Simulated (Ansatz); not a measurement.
## How Rh(111) screens a field

Aim: image plane and induced charge of Rh(111).

Calculated with Ansatz 0.2.0; plane-wave DFT, PBE, Ansatz PAW.

**1. Set-up**

The cell holds 5 atoms: 5 Rh. Cell: a = 2.687 Å, b = 2.687 Å, c = 26.776 Å, α = 90.0°, β = 90.0°, γ = 60.0°. Vacuum lies along c.

**2. Atoms held, field 0**

A sawtooth potential applies the field, turning back in the middle of the vacuum. With the dipole correction the typed value is the field outside the slab. The induced dipole is small, so the SCF threshold is tight.

The input, input.yaml:

```yaml
crystal:
  lattice:
    - [2.6870057685, 0.0, 0.0]
    - [1.3435028843, 2.3270152556, 0.0]
    - [0.0, 0.0, 26.7757240917]
  atoms:
    - { symbol: Rh, position: [0.6666666667, 0.6666666667, 0.3361253638] }
    - { symbol: Rh, position: [0.0, 0.0, 0.4180626819] }
    - { symbol: Rh, position: [0.3333333333, 0.3333333333, 0.5] }
    - { symbol: Rh, position: [0.6666666667, 0.6666666667, 0.5819373181] }
    - { symbol: Rh, position: [0.0, 0.0, 0.6638746362] }
kpoints:
  mp_grid: { grid: [24, 24, 1] }
hamiltonian:
  xc: pbe
scf:
  occupations: { method: fermi_dirac, width: 0.1 }
  convergence: { dr2_threshold: 1.0e-10 }
efield:
  axis: 3
  dipole_correction: true
  ramp_position: 0.97
  ramp_width: 0.06
  amplitude: 0
output:
  forces: true
  write_potential: true
  write_density: true
  volumetric_format: npy
```

Command:

```
$ ansatz run input.yaml --threads 4 --pin off --max-ram 6144MiB --backend cpu --events-out ev --progress --plain --runs-dir out
```

Numbers of over 12 decimals in the logs are rounded to 6 here.

Log:

```text
Engine: ansatz 0.2.0, aarch64-unknown-linux-gnu
Pseudopotentials: kind: paw
Pseudopotential: Rh, paw, valence charge 17, recommended cutoff 420 eV (normal), Rh.paw.azcp
Functional definition: PBE
  parameter kappa = 0.804
  parameter beta = 0.066725
  exchange = pbe_x(kappa = kappa, mu = beta*pi^2/3)
  correlation = pbe_c(beta = beta)
Crystal: 5 atoms, lattice volume = 167.421 Å³
Basis set: ecut = 420 eV, 3323 PW (Γ), exchange–correlation on 36×36×360 points (8 copies of the dense FFT grid, shifted against one another)
Bands: 51, of which v1, the nominal top of the filled ones, is band 43 counted from 1 (42 counted from 0)
Symmetry: 6 space group operations
k-points: 61 of 576 (time reversal used)
Non-local potential: Rh, projectors of the file, l = 0: 3, l = 1: 2, l = 2: 2, l = 3: 1
PAW form: soft (Blöchl's): semilocal exchange-correlation on the pseudo side does not see the compensation charge
PAW one-centre angular grid: Rh, 590 points (default); XC on 64 Gauss nodes
Initial density: superposition of atomic densities (neutral atoms: chi_scale 0, normalization atom), corrected by the library's trained network
Initial wavefunctions: pseudopotential atomic-orbital guess
Functional: x = pbe(κ = 0.804, μ = 0.219515), c = pbe(β = 0.066725)
SCF iter   1: F=—  HF=-32012.966633 eV  |F-HF|=—  |Δ(HF+E_count)|=         —  Δρ=4.70e-3  dr2=4.88e-2  ethr=1.77e-3  p=0.000 e·Å  D=9.41e-14 V/Å  ΔV_dip=-0.00 eV  dr2_dipole=1.49e-6  V_vac-E_F(+/−)=5.01/5.01 eV  ⟨swp⟩=8.6  Hψ=14527  notcnv=0  defer=10
efield: sawtooth ramp at fractional position 0.9700 (set: `efield.ramp_position`, or a place that a band, a saddle search or an elastic batch's reference lends), width 0.0600; the density the first Hamiltonian is built on has a dipole p = 0.000 e·Å; the dipole correction subtracts the counter field D = 9.41e-14 V/Å, which shifts the + side's vacuum level by -0.00 eV against the − side's; the planar-averaged density in the ramp window peaks in size at 5.2e-6 e/Å³
preconditioner: auto → LDOS  [metal: Δε(μ)=0.008 eV  Ē_g=5.595 eV  σ=0.100 eV  W_gap=0.02  n_scr=20 (ndim 8)  ℏωp=19.3 eV  f_vac=0.544  D(μ)=7.80/eV (n_scr^D=78)  β→1.0]
SCF iter   2: F=—  HF=-32012.965573 eV  |F-HF|=—  |Δ(HF+E_count)|=   1.06e-3  Δρ=2.25e-3  dr2=5.52e-3  ethr=5.74e-5  p=0.000 e·Å  D=2.58e-5 V/Å  ΔV_dip=-0.00 eV  dr2_dipole=1.81e-6  V_vac-E_F(+/−)=5.18/5.18 eV  ⟨swp⟩=2.2  Hψ=5535  notcnv=0  defer=23
SCF iter   3: F=—  HF=-32012.964813 eV  |F-HF|=—  |Δ(HF+E_count)|=   7.60e-4  Δρ=7.86e-4  dr2=2.28e-3  ethr=6.50e-6  p=0.000 e·Å  D=1.31e-6 V/Å  ΔV_dip=-0.00 eV  dr2_dipole=1.40e-7  V_vac-E_F(+/−)=5.17/5.17 eV  ⟨swp⟩=2.4  Hψ=5504  notcnv=0  defer=23
SCF iter   4: F=—  HF=-32012.964613 eV  |F-HF|=—  |Δ(HF+E_count)|=   2.00e-4  Δρ=2.67e-4  dr2=3.66e-4  ethr=2.69e-6  p=0.000 e·Å  D=3.10e-6 V/Å  ΔV_dip=-0.00 eV  dr2_dipole=1.79e-8  V_vac-E_F(+/−)=5.18/5.18 eV  ⟨swp⟩=2.2  Hψ=4450  notcnv=0  defer=23
SCF iter   5: F=—  HF=-32012.964627 eV  |F-HF|=—  |Δ(HF+E_count)|=   1.42e-5  Δρ=1.44e-4  dr2=8.38e-5  ethr=4.31e-7  p=0.000 e·Å  D=7.83e-7 V/Å  ΔV_dip=-0.00 eV  dr2_dipole=3.24e-10  V_vac-E_F(+/−)=5.17/5.17 eV  ⟨swp⟩=2.3  Hψ=4639  notcnv=0  defer=23
SCF iter   6: F=—  HF=-32012.964606 eV  |F-HF|=—  |Δ(HF+E_count)|=   2.09e-5  Δρ=2.85e-5  dr2=2.15e-6  ethr=9.86e-8  p=-0.000 e·Å  D=-6.58e-8 V/Å  ΔV_dip=0.00 eV  dr2_dipole=2.70e-9  V_vac-E_F(+/−)=5.18/5.18 eV  ⟨swp⟩=2.1  Hψ=4513  notcnv=0  defer=23
SCF iter   7: F=—  HF=-32012.964612 eV  |F-HF|=—  |Δ(HF+E_count)|=   6.01e-6  Δρ=9.95e-6  dr2=9.39e-8  ethr=2.52e-9  p=0.000 e·Å  D=5.65e-8 V/Å  ΔV_dip=-0.00 eV  dr2_dipole=5.49e-10  V_vac-E_F(+/−)=5.17/5.17 eV  ⟨swp⟩=2.8  Hψ=5724  notcnv=0  defer=23
SCF iter   8: F=—  HF=-32012.964613 eV  |F-HF|=—  |Δ(HF+E_count)|=   5.52e-7  Δρ=2.73e-6  dr2=8.67e-9  ethr=1.11e-10  p=0.000 e·Å  D=6.97e-8 V/Å  ΔV_dip=-0.00 eV  dr2_dipole=6.70e-12  V_vac-E_F(+/−)=5.17/5.17 eV  ⟨swp⟩=2.9  Hψ=5839  notcnv=0  defer=23
SCF iter   9: F=—  HF=-32012.964613 eV  |F-HF|=—  |Δ(HF+E_count)|=   5.84e-8  Δρ=5.95e-7  dr2=7.91e-10  ethr=1.02e-11  p=0.000 e·Å  D=3.81e-8 V/Å  ΔV_dip=-0.00 eV  dr2_dipole=7.49e-14  V_vac-E_F(+/−)=5.17/5.17 eV  ⟨swp⟩=2.9  Hψ=6464  notcnv=0  defer=23
SCF iter  10: F=-32012.964613 eV  HF=-32012.964613 eV  |F-HF|=2.14e-9  |Δ(HF+E_count)|=   1.44e-9  Δρ=2.11e-7  dr2=7.22e-11  ethr=1.00e-12  p=0.000 e·Å  D=1.26e-8 V/Å  ΔV_dip=-0.00 eV  dr2_dipole=1.45e-13  V_vac-E_F(+/−)=5.17/5.17 eV  ⟨swp⟩=13.5  Hψ=20541  notcnv=0
SCF 1 converged in 10 iterations: F = -32012.964613 eV  dr2 = 7.22e-11
  greatest PAW one-centre occupation: 1.000 electrons in one spin orbital (limit 2), on the Rh atom at site 2 (counted from 0), in its partial waves of l = 0
WARN: The output density's exchange-correlation potential varies sharply where the density is thin. Do not read a vacuum level from v_tot or v_xc, or from such a field of the output density. On a cell that repeats whose density bears no net charge and no dipole along the vacuum's axis use v_es (v_loc + v_h of the components); under efield.dipole_correction with no amplitude use v_es + v_field, which holds any externa [...]
SCF converged after 10 iterations
Free energy (F): -32012.964613 eV
Harris-Foulkes:  -32012.964613 eV  (|F-HF|=2.14e-9)
Internal energy: -32012.705758 eV  (E = F + TS)
E sigma→0 (E₀):  -32012.835186 eV
Entropy (-TS):   -0.258855 eV (-51.771 meV/atom)
Fermi energy:    6.149301 eV
Dipole field:    D = -0.000001 V/Å  (p = -0.000001 e·Å, saw-weighted, corrected)
Work function:   Φ+ = 5.1739 eV   Φ− = 5.1739 eV
Levels:          The Fermi level and band energies are counted from a zero that moves with the ramp; work functions are not
--- Per-component energies (eV) ---
  E_band       = -1788.099896
  E_kinetic    = 2863.653630
  E_local      = -173547.123369  (includes V_loc(G=0)·N_el)
  E_nonlocal   = 1775.886427
  E_hartree    = 84932.873807
  E_xc         = -1106.951230
  E_vxc        = -1389.278006  (∫ρ·V_xc dr)
  E_paw        = -17935.518557  (= ΣΔE_a)
  E_vpaw       = -1356.988442  (= ΣTr[D̂ρ^β])
  E_aug_tail   = 0.004256  (compensation charges beyond the density's cutoff)
  E_efield     = 0.000000  (sawtooth field / dipole correction)
  E_vefield    = 0.000000  (∫n·V_field dr)
  E_ewald      = 71004.469277
  E_smearing   = -0.258855  (= −TS)
  E_closure    = -0.000000  (closes the sum)
  Σ components = -32012.964613   (vs F -32012.964613, Δ=0.00e0)
--- Forces (eV/Å), atoms counted from 1 ---
  atom   1  Rh     0.00000000    -0.00000000     0.05433408
  atom   2  Rh    -0.00000000     0.00000000    -0.23685912
  atom   3  Rh     0.00000000     0.00000000     0.00000011
  atom   4  Rh     0.00000000    -0.00000000     0.23685891
  atom   5  Rh    -0.00000000     0.00000000    -0.05433383
  max |Σ_I F_I| component: 1.47e-7 eV/Å
--- Band table (eV; the first three rows and the last of 61) ---
  k-point 0: bands = [... 39 lower, 5.1304, 5.1304, 5.2639, 5.2639, 5.7177, 5.7177, 6.3168, 6.3168, ... 4 higher]
  k-point 1: bands = [... 39 lower, 5.0640, 5.0661, 5.2929, 5.3103, 5.7189, 5.8006, 5.9549, 6.2769, ... 4 higher]
  k-point 2: bands = [... 39 lower, 4.9408, 4.9530, 5.3131, 5.3202, 5.4883, 5.6929, 5.7233, 6.3215, ... 4 higher]
  k-point 60: bands = [... 39 lower, 5.1834, 6.0943, 6.0943, 6.3833, 6.4715, 6.4715, 13.0397, 13.0397, ... 4 higher]
```

The job ended after 18 s (4 threads of Arm Neoverse V1, shared host; peak memory 0.67 GiB; 70 s of CPU time).

Reading the cycles: dr2 is the Hartree energy of the density residual (eV), the measure of convergence; HF is the Harris–Foulkes estimate of the energy, which meets the free energy F at convergence.

This step gave:

* energy at zero smearing: -32012.8352 eV
* work function, upper face: 5.174 eV
* dipole along the normal: -5.06e-7 e·Å

Running mean over 2.194 Å of the planar mean; the ramp of the sawtooth is left out. The electron's electrostatic potential energy less the Fermi level by z:

| z (Å) | electron's electrostatic potential energy less the Fermi level (eV) |
| --- | --- |
| 3.5 | 5.17 |
| 4.0 | 5.17 |
| 4.5 | 5.17 |
| 5.0 | 5.17 |
| 5.5 | 5.16 |
| 6.0 | 5.10 |
| 6.5 | 4.91 |
| 7.0 | 4.18 |
| 7.5 | 0.970 |
| 8.0 | -5.56 |
| 8.5 | -11.0 |
| 9.0 | -12.7 |
| 9.5 | -12.9 |
| 10.0 | -13.0 |
| 10.5 | -13.1 |
| 11.0 | -13.2 |
| 11.5 | -13.2 |
| 12.0 | -13.2 |
| 12.5 | -13.2 |
| 13.0 | -13.2 |
| 13.5 | -13.2 |
| 14.0 | -13.2 |
| 14.5 | -13.2 |
| 15.0 | -13.2 |
| 15.5 | -13.2 |
| 16.0 | -13.2 |
| 16.5 | -13.1 |
| 17.0 | -13.0 |
| 17.5 | -12.9 |
| 18.0 | -12.3 |
| 18.5 | -9.01 |
| 19.0 | -2.42 |
| 19.5 | 2.93 |
| 20.0 | 4.63 |
| 20.5 | 5.03 |
| 21.0 | 5.14 |
| 21.5 | 5.16 |
| 22.0 | 5.17 |
| 22.5 | 5.17 |
| 23.0 | 5.17 |
| 23.5 | 5.17 |

Force by atom:

| atom | x (eV/Å) | y (eV/Å) | z (eV/Å) | size |
| --- | --- | --- | --- | --- |
| Rh1 | 0.000 | 0.000 | 0.054 | 0.054 |
| Rh2 | 0.000 | 0.000 | -0.237 | 0.237 |
| Rh3 | 0.000 | 0.000 | 0.000 | 0.000 |
| Rh4 | 0.000 | 0.000 | 0.237 | 0.237 |
| Rh5 | 0.000 | 0.000 | -0.054 | 0.054 |

The work function of the upper face is 5.17 eV.

**3. Single point, field 0.05 V/Å**

Edit input.yaml of step 2 so:

```diff
@@ -23,3 +23,3 @@
   ramp_width: 0.06
-  amplitude: 0
+  amplitude: 0.05
 output:
```

Log:

```text
[...]
Crystal: 5 atoms, lattice volume = 167.421 Å³
Basis set: ecut = 420 eV, 3323 PW (Γ), exchange–correlation on 36×36×360 points (8 copies of the dense FFT grid, shifted against one another)
Bands: 51, of which v1, the nominal top of the filled ones, is band 43 counted from 1 (42 counted from 0)
Symmetry: 6 space group operations
k-points: 61 of 576 (time reversal used)
[...]
k-point 0: bands = [... 39 lower, 5.1303, 5.1303, 5.2638, 5.2638, 5.7176, 5.7176, 6.3167, 6.3167, ... 12 higher]
  k-point 1: bands = [... 39 lower, 5.0639, 5.0660, 5.2927, 5.3102, 5.7188, 5.8005, 5.9547, 6.2768, ... 12 higher]
  k-point 2: bands = [... 39 lower, 4.9407, 4.9529, 5.3130, 5.3201, 5.4881, 5.6928, 5.7232, 6.3214, ... 12 higher]
  k-point 60: bands = [... 39 lower, 5.1833, 6.0937, 6.0946, 6.3831, 6.4712, 6.4715, 13.0395, 13.0396, ... 12 higher]
[key lines of the parts left out:]
SCF converged after 13 iterations
Free energy (F): -32012.965136 eV
Fermi energy:    6.149186 eV
Dipole field:    D = 0.022628 V/Å  (p = 0.020936 e·Å, saw-weighted, corrected)
```

The job ended after 28 s (4 threads; peak memory 0.74 GiB; 1.8 min of CPU time).

The dipole is 0.0209 e·Å.

**4. Atoms held, field -0.05 V/Å**

Edit input.yaml of step 3 so:

```diff
@@ -23,3 +23,3 @@
   ramp_width: 0.06
-  amplitude: 0.05
+  amplitude: -0.05
 output:
```

Log:

```text
[...]
Crystal: 5 atoms, lattice volume = 167.421 Å³
Basis set: ecut = 420 eV, 3323 PW (Γ), exchange–correlation on 36×36×360 points (8 copies of the dense FFT grid, shifted against one another)
Bands: 51, of which v1, the nominal top of the filled ones, is band 43 counted from 1 (42 counted from 0)
Symmetry: 6 space group operations
k-points: 61 of 576 (time reversal used)
[...]
k-point 0: bands = [... 39 lower, 5.1303, 5.1303, 5.2638, 5.2638, 5.7176, 5.7176, 6.3167, 6.3167, ... 12 higher]
  k-point 1: bands = [... 39 lower, 5.0639, 5.0660, 5.2927, 5.3102, 5.7188, 5.8005, 5.9547, 6.2768, ... 12 higher]
  k-point 2: bands = [... 39 lower, 4.9407, 4.9529, 5.3130, 5.3201, 5.4881, 5.6928, 5.7232, 6.3214, ... 12 higher]
  k-point 60: bands = [... 39 lower, 5.1833, 6.0937, 6.0946, 6.3831, 6.4712, 6.4715, 13.0395, 13.0396, ... 12 higher]
[key lines of the parts left out:]
SCF converged after 13 iterations
Free energy (F): -32012.965136 eV
Fermi energy:    6.149186 eV
Dipole field:    D = -0.022628 V/Å  (p = -0.020936 e·Å, saw-weighted, corrected)
```

Wall time 28 s (4 threads); peak memory 0.73 GiB.

The dipole is -0.0209 e·Å.

**5. Atoms held, field 0.1 V/Å**

Edit input.yaml of step 4 so:

```diff
@@ -23,3 +23,3 @@
   ramp_width: 0.06
-  amplitude: -0.05
+  amplitude: 0.1
 output:
```

Log:

```text
[...]
Crystal: 5 atoms, lattice volume = 167.421 Å³
Basis set: ecut = 420 eV, 3323 PW (Γ), exchange–correlation on 36×36×360 points (8 copies of the dense FFT grid, shifted against one another)
Bands: 51, of which v1, the nominal top of the filled ones, is band 43 counted from 1 (42 counted from 0)
Symmetry: 6 space group operations
k-points: 61 of 576 (time reversal used)
[...]
k-point 0: bands = [... 39 lower, 5.1299, 5.1299, 5.2634, 5.2634, 5.7172, 5.7172, 6.3163, 6.3163, ... 12 higher]
  k-point 1: bands = [... 39 lower, 5.0635, 5.0656, 5.2924, 5.3098, 5.7184, 5.8000, 5.9542, 6.2764, ... 12 higher]
  k-point 2: bands = [... 39 lower, 4.9403, 4.9525, 5.3126, 5.3197, 5.4875, 5.6925, 5.7228, 6.3210, ... 12 higher]
  k-point 60: bands = [... 39 lower, 5.1829, 6.0929, 6.0947, 6.3828, 6.4706, 6.4713, 13.0391, 13.0393, ... 12 higher]
[key lines of the parts left out:]
SCF converged after 13 iterations
Free energy (F): -32012.966707 eV
Fermi energy:    6.148803 eV
Dipole field:    D = 0.045257 V/Å  (p = 0.041873 e·Å, saw-weighted, corrected)
```

Wall time 28 s (4 threads); peak memory 0.74 GiB; 1.9 min of CPU time.

The dipole is 0.0419 e·Å.

**6. Atoms held, field -0.1 V/Å**

Edit input.yaml of step 5 so:

```diff
@@ -23,3 +23,3 @@
   ramp_width: 0.06
-  amplitude: 0.1
+  amplitude: -0.1
 output:
```

Log:

```text
[...]
Crystal: 5 atoms, lattice volume = 167.421 Å³
Basis set: ecut = 420 eV, 3323 PW (Γ), exchange–correlation on 36×36×360 points (8 copies of the dense FFT grid, shifted against one another)
Bands: 51, of which v1, the nominal top of the filled ones, is band 43 counted from 1 (42 counted from 0)
Symmetry: 6 space group operations
k-points: 61 of 576 (time reversal used)
[...]
k-point 0: bands = [... 39 lower, 5.1299, 5.1299, 5.2634, 5.2634, 5.7172, 5.7172, 6.3163, 6.3163, ... 12 higher]
  k-point 1: bands = [... 39 lower, 5.0635, 5.0656, 5.2924, 5.3098, 5.7184, 5.8000, 5.9542, 6.2764, ... 12 higher]
  k-point 2: bands = [... 39 lower, 4.9403, 4.9525, 5.3126, 5.3197, 5.4875, 5.6925, 5.7228, 6.3210, ... 12 higher]
  k-point 60: bands = [... 39 lower, 5.1829, 6.0929, 6.0947, 6.3828, 6.4706, 6.4713, 13.0391, 13.0393, ... 12 higher]
[key lines of the parts left out:]
SCF converged after 13 iterations
Free energy (F): -32012.966707 eV
Fermi energy:    6.148803 eV
Dipole field:    D = -0.045257 V/Å  (p = -0.041873 e·Å, saw-weighted, corrected)
```

Elapsed: 28 s, on 4 threads; peak memory 0.73 GiB; 1.9 min of CPU time.

The dipole is -0.0419 e·Å.

**7. Atoms held, field 0.2 V/Å**

Edit input.yaml of step 6 so:

```diff
@@ -23,3 +23,3 @@
   ramp_width: 0.06
-  amplitude: -0.1
+  amplitude: 0.2
 output:
```

Log:

```text
[...]
Crystal: 5 atoms, lattice volume = 167.421 Å³
Basis set: ecut = 420 eV, 3323 PW (Γ), exchange–correlation on 36×36×360 points (8 copies of the dense FFT grid, shifted against one another)
Bands: 51, of which v1, the nominal top of the filled ones, is band 43 counted from 1 (42 counted from 0)
Symmetry: 6 space group operations
k-points: 61 of 576 (time reversal used)
[...]
k-point 0: bands = [... 39 lower, 5.1284, 5.1284, 5.2619, 5.2619, 5.7156, 5.7156, 6.3147, 6.3147, ... 12 higher]
  k-point 1: bands = [... 39 lower, 5.0619, 5.0641, 5.2908, 5.3083, 5.7169, 5.7983, 5.9521, 6.2749, ... 12 higher]
  k-point 2: bands = [... 39 lower, 4.9387, 4.9510, 5.3111, 5.3181, 5.4853, 5.6914, 5.7212, 6.3195, ... 12 higher]
  k-point 60: bands = [... 39 lower, 5.1814, 6.0905, 6.0940, 6.3812, 6.4687, 6.4701, 13.0374, 13.0379, ... 12 higher]
[key lines of the parts left out:]
SCF converged after 13 iterations
Free energy (F): -32012.972988 eV
Fermi energy:    6.147267 eV
Dipole field:    D = 0.090525 V/Å  (p = 0.083756 e·Å, saw-weighted, corrected)
```

Elapsed: 28 s, on 4 threads; peak memory 0.73 GiB.

The dipole is 0.0838 e·Å.

**8. Single point, field -0.2 V/Å**

Edit input.yaml of step 7 so:

```diff
@@ -23,3 +23,3 @@
   ramp_width: 0.06
-  amplitude: 0.2
+  amplitude: -0.2
 output:
```

Log:

```text
[...]
Crystal: 5 atoms, lattice volume = 167.421 Å³
Basis set: ecut = 420 eV, 3323 PW (Γ), exchange–correlation on 36×36×360 points (8 copies of the dense FFT grid, shifted against one another)
Bands: 51, of which v1, the nominal top of the filled ones, is band 43 counted from 1 (42 counted from 0)
Symmetry: 6 space group operations
k-points: 61 of 576 (time reversal used)
[...]
k-point 0: bands = [... 39 lower, 5.1284, 5.1284, 5.2619, 5.2619, 5.7156, 5.7156, 6.3147, 6.3147, ... 12 higher]
  k-point 1: bands = [... 39 lower, 5.0619, 5.0641, 5.2908, 5.3083, 5.7169, 5.7983, 5.9521, 6.2749, ... 12 higher]
  k-point 2: bands = [... 39 lower, 4.9387, 4.9510, 5.3111, 5.3181, 5.4853, 5.6914, 5.7212, 6.3195, ... 12 higher]
  k-point 60: bands = [... 39 lower, 5.1814, 6.0905, 6.0940, 6.3812, 6.4687, 6.4701, 13.0374, 13.0379, ... 12 higher]
[key lines of the parts left out:]
SCF converged after 13 iterations
Free energy (F): -32012.972988 eV
Fermi energy:    6.147267 eV
Dipole field:    D = -0.090526 V/Å  (p = -0.083757 e·Å, saw-weighted, corrected)
```

The job ended after 28 s (4 threads; peak memory 0.74 GiB).

The dipole is -0.0838 e·Å.

[end of part 1 of 2]

[Logs are printed without paths, hosts, clocks, repeated set-up lines and the standing remarks that a program may print on its own settings, such as how far it seeks lower states.]

[Hosts, paths, dates, database ids (printed as entryN), source tags and the programs' standing remarks are cut or masked in the printed files.]

[Maps of the electrostatic potential energy from Ansatz leave out the sawtooth potential of an applied field or a dipole correction, so their vacuum need not be flat; planar profiles and work functions include it.]
